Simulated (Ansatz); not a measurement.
# An extra electron or hole in glassy CaAl2Si6O16 (175 atoms): runs compared

Does an extra electron or hole in glassy CaAl2Si6O16 (175 atoms) stay spread out, or do the atoms trap it?

Computed with Ansatz 0.2.0: Kohn-Sham DFT, PBE, PAW (set soft_2), plane waves.

## 1. The cell

The cell holds 175 atoms: 14 Al, 7 Ca, 112 O and 42 Si. Its edges and angles: a = 13.220 Å, b = 13.220 Å, c = 13.220 Å, α = 90.0°, β = 90.0°, γ = 90.0°. 175 atoms (14 Al, 7 Ca, 112 O, 42 Si) placed at random at 2.61 g/cm³, melted at 4500 K for 20 ps at fixed volume with the Morse and Coulomb pair potential with partial charges (Pedone, Malavasi, Menziani, Cormack and Segre, J. Phys. Chem. B 110, 11780 (2006)). Quenched from 4500 K to 300 K at 20 K/ps and fixed volume, held 5 ps.

What the set-up can't give: The quench rate of 20 K/ps is many orders above laboratory rates, so the cell is likely richer in defects and strain than a real sample. The starting topology of bonds comes from the classical model, and needn't be the one that DFT or experiment would give. Sampling is at Γ alone, for a cell whose shortest periodic width is 13 Å.

## 2. The reference run

The reference is a single point at the end of the relaxation.

The charged cells start from the geometry of this run, on a uniform background, with spin and a narrow Fermi–Dirac smearing.

Its input, with most atom lines left out:

```yaml
crystal:
  lattice:
    - [13.2196, 0.0, 0.0]
    - [0.0, 13.2196, 0.0]
    - [0.0, 0.0, 13.2196]
  atoms:
    - { symbol: Al, position: [0.14077, 0.13497, 0.79391] }
    - { symbol: Al, position: [0.9994, 0.30074, 0.16499] }
    - { symbol: Al, position: [0.82458, 0.14125, 0.11428] }
    - { symbol: Al, position: [0.58654, 0.58669, 0.65532] }
    - { symbol: Al, position: [0.84875, 0.7678, 0.06227] }
    - { symbol: Al, position: [0.27286, 0.19754, 0.98226] }
    - { symbol: Al, position: [0.36575, 0.05144, 0.83656] }
    [... atom lines 8 to 175 left out ...]
kpoints:
  mp_grid: { grid: [1, 1, 1] }
hamiltonian:
  xc: pbe
scf:
  occupations: { method: gaussian, width: 0.05 }
output:
  forces: true
  stress: true
  populations: true
  dos:
    method: { smearing: { sigma: 0.1 } }
    de: 0.1
    projected: { site_lists: { Al: [Al], Ca: [Ca], O: [O], Si: [Si] } }
  eigenvalues: true
  write_density: true
  write_potential: true
  volumetric_format: npy
  elf: true
```

* free energy per atom: -632.6115 eV/atom
* r.m.s. force component: 0.00858 eV/Å
* pressure: 0.2765 GPa

Filled and empty levels are parted by 3.63 eV (at Γ alone); a semilocal functional tends to put such gaps too low. In a disordered cell it changes from sample to sample, and tail or defect levels can set it.

## 3. The runs

Each row is one run, on 4 threads of Arm Neoverse V2, shared host. The free energy is the program's total, comparable only between runs with the same functional; between charge states it hangs on the program's zero of potential.

```csv
run,atoms,outcome,relaxation steps,free energy (eV),time,host memory (GiB)
Single point at the start,175,converged,-,-110694.038,44 s,3.7
Relaxation,175,converged,16,-110707.010,9 min,3.7
Single point at the relaxed geometry,175,converged,-,-110707.010,75 s,3.8
"An extra electron, atoms held",175,converged,-,-110699.328,4.3 min,6.7
"An extra electron, atoms relaxed",175,converged,3,-110699.341,5.6 min,6.6
"An extra electron, levels at the relaxed geometry",175,converged,-,-110699.340,4.3 min,6.7
Neutral at the geometry of the electron,175,converged,-,-110706.999,71 s,3.8
"An extra hole, atoms held",175,converged,-,-110710.556,5.9 min,6.6
"An extra hole, atoms relaxed",175,converged,6,-110710.711,15 min,6.6
"An extra hole, levels at the relaxed geometry",175,converged,-,-110710.711,5.6 min,6.7
Neutral at the geometry of the hole,175,converged,-,-110706.786,70 s,3.8
```

In some runs the program notes that starting moments were not kept.

Local excerpt of 8 atoms (numbers count through the whole input) about O113, which holds the most spin of the extra hole after relaxation; x, y, z are measured from there.

```csv
atom,x,y,z,distance (Å),Löwdin charge (e),moment (μB)
O113,0.00,0.00,0.00,0.00,-0.78,0.25
Si160,-0.18,1.07,-1.20,1.62,1.71,0.00
Ca19,2.35,0.03,0.06,2.35,1.81,0.00
O111,1.33,1.45,-1.64,2.57,-0.86,0.03
O71,-1.01,0.45,-2.45,2.68,-0.78,0.03
O94,-0.99,2.46,-0.82,2.78,-0.76,0.02
O126,1.86,-0.30,2.40,3.05,-0.88,0.00
O75,-3.04,1.35,0.35,3.34,-0.77,0.00
```

## 4. Energies and spread of the extra charge

Energies are differences within one cell and functional; the shift is the gain plus the neutral cell's energy at the new geometry, that is how much cheaper the vertical process becomes there. The spread is the participation number of the site moments (1/Σw², over the spin inside atomic spheres), with the atom that holds the largest share and the spin that the spheres hold in all.

```csv
carrier,"charged less neutral, atoms held (eV)",gain on relaxing (eV),"neutral cell at that geometry, less the reference (eV)",shift of the vertical energy (eV),"spread, atoms held","spread, relaxed"
electron,7.682,0.013,0.011,0.024,-,-
hole,-3.546,0.154,0.224,0.379,14; O113 19 % of 0.75 μB,7; O113 33 % of 0.75 μB
```

## 5. What came out

The extra electron gains 0.013 eV as the atoms relax: so small a gain shows no trapping at this level. The cell with the electron keeps a moment of only 0.00 μB where one unpaired electron should give 1 μB: the carrier is shared between both spins, which can hide trapping. The extra hole gains 0.15 eV as the atoms relax, and its spin goes from about 14 to 7 atoms: a partial localisation, with a modest gain. The O113–Ca19 distance goes from 2.24 to 2.35 Å. The hole is shared among 2 partly filled levels, as near-degenerate levels under the smearing give, and as self-interaction favours. Adding the two vertical energies gives 4.14 eV, against a gap of 3.63 eV in the neutral cell. The zero of the potential cancels in this sum; the excess likely reflects the charging energy of carriers confined to few atoms or to a small cell, partly offset by their attraction to the background.

Caveats: Single energies of charged cells hang on the program's zero of potential. In the spin-polarised runs the search for a state of lower energy was switched off. No distortion was seeded, so a trapped state behind a barrier can't be found. Semilocal functionals favour spread-out charges, so trapping can be missed. In the spin-polarised runs the search for a state of lower energy was switched off. Charged cells carry a uniform background, with no correction for images.

The DFT runs together took 54 min of wall time.

[Long decimals in the printed logs are rounded to 6 places.]

[Logs are printed without paths, hosts, clocks, repeated set-up lines and the standing remarks that a program may print on its own settings, such as how far it seeks lower states.]

[Hosts, paths, dates, database ids (printed as entryN), source tags and the programs' standing remarks are cut or masked in the printed files.]
